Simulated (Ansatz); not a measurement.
# BeCo (Pm-3m): the cell at rest

Wanted: the relaxed cell of BeCo (Pm-3m).

Program: Ansatz 0.2.0. Level of theory: DFT PBEsol, scalar-relativistic, plane waves, PseudoDojo norm-conserving pseudopotentials. Results are calculated unless marked as measured.

Most raw output is cut from this account.

## (1) Set-up

Symmetry: Pm-3m, No. 221, cubic system. Conventional cell: a = 2.606 Å, b = 2.606 Å, c = 2.606 Å, α = 90.00°, β = 90.00°, γ = 90.00°. Nearest to Be lie 8 Co at 2.26 Å. Nearest to Co lie 8 Be at 2.26 Å. Farther neighbours are not listed.

## (2) A coarse first look

First a cheap look: the gap decides the mesh and the occupations, the pressure tells how far the cell has to move.

input.yaml reads:

```yaml
crystal:
  lattice:
    - [2.606, 0.0, 0.0]
    - [0.0, 2.606, 0.0]
    - [0.0, 0.0, 2.606]
  atoms:
    - { symbol: Be, position: [0.0, 0.0, 0.0] }
    - { symbol: Co, position: [0.5, 0.5, 0.5], spin: -3.0 }
kpoints:
  mp_grid: { grid: [8, 8, 8] }
hamiltonian:
  xc: pbesol
  pseudopotentials: { kind: nc, accuracy: standard }
scf:
  occupations: { method: gaussian, width: 0.1 }
  lower_state_search: "off"
output:
  forces: true
  stress: true
  eigenvalues: true
  populations: true
magnetization:
  spin_polarized: true
```

Command:

```bash
ansatz run input.yaml --threads 4 --pin off --max-ram 7168MiB --backend cpu --events-out ev --progress --plain --runs-dir out
```

Elapsed: 2.8 s, on 4 threads of Arm Neoverse V2, shared host; peak memory 0.34 GiB.

Numbers from this step:

```
magnetization          : -0.4161 μB
absolute magnetization : 0.5053 μB
site moments           : 0.02532, -0.4539 μB
pressure               : -8.525 GPa
volume per atom        : 8.849 Å³
gap on the k-mesh      : 0 eV
```

The coarse mesh shows no gap and a pressure of -8.5 GPa.

## (3) Rough relaxation

The start is far from rest, so a relaxation with loose tolerances brings it close first.

input.yaml, the sections that differ from step 2:

```yaml
crystal:
  lattice:
    - [2.606, 0.0, 0.0]
    - [0.0, 2.606, 0.0]
    - [0.0, 0.0, 2.606]
  atoms:
    - { symbol: Be, position: [0.0, 0.0, 0.0] }
    - { symbol: Co, position: [0.5, 0.5, 0.5], spin: -0.5 }
scf:
  occupations: { method: gaussian, width: 0.1 }
relax:
  adjacent_minimum: "off"
  f_tol: 0.05
  max_steps: 80
  cell: { stress_tol: 0.5 }
# kpoints, hamiltonian, output, magnetization: as in step 2
```

It took 6.5 s on 4 threads; peak memory 0.35 GiB.

Step by step:

| step | energy less that of the first step (eV) | largest force component (eV/Å) | pressure (GPa) | volume (Å³) |
| --- | --- | --- | --- | --- |
| 1 | 0.0000 | 0.0000 | -8.52 | 17.70 |
| 2 | -0.0160 | 0.0000 | -4.36 | 17.31 |
| 3 | -0.0211 | 0.0000 | 0.33 | 16.91 |
| 4* | -0.0210 | 0.0000 | 0.30 | 16.91 |

Relaxation steps marked * repeat the geometry before them on a plane-wave basis chosen anew for their cell, so energy and pressure can jump there.

Forces are held to the 48 operations that the run works with; a distortion that breaks them can't arise in this run.

| conventional cell, symmetrised | before | after | change |
| --- | --- | --- | --- |
| a (Å) | 2.606 | 2.567 | -1.5 % |
| b (Å) | 2.606 | 2.567 | -1.5 % |
| c (Å) | 2.606 | 2.567 | -1.5 % |
| volume (Å³/atom) | 8.85 | 8.46 | -4.4 % |

The relaxed structure:

```xyz
2
Lattice="2.5670 0.0000 0.0000 0.0000 2.5670 0.0000 0.0000 0.0000 2.5670" Properties=species:S:1:pos:R:3 pbc="T T T"
Be    0.0000    0.0000    0.0000
Co    1.2835    1.2835    1.2835
```

Numbers from this step:

| Property | Result |
| --- | --- |
| magnetization | -0.4019 μB |
| absolute magnetization | 0.4792 μB |
| site moments | 0.02243, -0.4328 μB |
| pressure | 0.2998 GPa |
| volume per atom | 8.457 Å³ |

In this step the volume went from 8.85 to 8.46 Å³/atom.

## (4) Relaxation

Harmonic phonons are second derivatives at a point where the forces vanish, and they are wanted at zero stress, so atoms and cell are relaxed first.

input.yaml, the sections that differ from step 3:

```yaml
crystal:
  lattice:
    - [2.5669819336, 0.0, 0.0]
    - [0.0, 2.5669819336, 0.0]
    - [0.0, 0.0, 2.5669819336]
  atoms:
    - { symbol: Be, position: [0.0, 0.0, 0.0] }
    - { symbol: Co, position: [0.5, 0.5, 0.5], spin: -0.48 }
kpoints:
  mp_grid: { grid: [14, 14, 14] }
relax:
  adjacent_minimum: "off"
  f_tol: 0.005
  max_steps: 80
  cell: { stress_tol: 0.05 }
# hamiltonian, scf, output, magnetization: as in step 3
```

The job ended after 10 s (4 threads; peak memory 0.49 GiB; 40 s of CPU time).

Little changed from the start: no atom moved by 0.005 Å and no cell edge by 0.1 %.

This step gave:

- magnetization: -0.3779 μB
- absolute magnetization: 0.4389 μB
- site moments: 0.01822, -0.3998 μB
- pressure: 0.01166 GPa

In this step the volume went from 8.46 to 8.46 Å³/atom.

## (5) Relaxing to small forces for the phonons

Phonons need a cell at rest on their own settings, so the relaxation is repeated with tight tolerances on forces and stress, using the mesh and the filling of the phonon run that follows.

input.yaml, the sections that differ from step 4:

```yaml
crystal:
  lattice:
    - [2.5669819336, 0.0, 0.0]
    - [0.0, 2.5669819336, 0.0]
    - [0.0, 0.0, 2.5669819336]
  atoms:
    - { symbol: Be, position: [0.0, 0.0, 0.0] }
    - { symbol: Co, position: [0.5, 0.5, 0.5], spin: -0.44 }
kpoints:
  mp_grid: { grid: [16, 16, 16] }
scf:
  occupations: { method: gaussian, width: 0.15 }
relax:
  adjacent_minimum: "off"
  f_tol: 0.001
  max_steps: 60
  cell: { stress_tol: 0.01 }
# hamiltonian, output, magnetization: as in step 4
```

Run time: 26 s. Hardware: 4 threads; peak memory 0.56 GiB.

Little changed from the start: no atom moved by 0.005 Å and no cell edge by 0.1 %.

This step gave:

```
magnetization          : -0.3911 μB
absolute magnetization : 0.4519 μB
site moments           : 0.01826, -0.4125 μB
pressure               : 0.001057 GPa
volume per atom        : 8.463 Å³
```

The forces vanish by symmetry and the pressure is 0.001 GPa, within the tolerances set. The cell now holds 8.46 Å³/atom.

## (6) Results

| Property | Result |
| --- | --- |
| space group after relaxation | Pm-3m |
| lattice constant a | 2.568 Å |
| lattice constant b | 2.568 Å |
| lattice constant c | 2.568 Å |
| volume per atom | 8.46 Å³ |

**Reading.** The forces vanish by symmetry and the pressure is 0.001 GPa, within the tolerances set. The cell now holds 8.46 Å³/atom. The relaxation keeps the symmetry of its start, so it says nothing on stability against lower symmetry. The magnetic state is the one that the run reached from its starting moments; a lower one was not ruled out.

[Logs are printed without paths, hosts, clocks, repeated set-up lines and the standing remarks that a program may print on its own settings, such as how far it seeks lower states.]

[Hosts, paths, dates, database ids (printed as entryN), source tags and the programs' standing remarks are cut or masked in the printed files.]
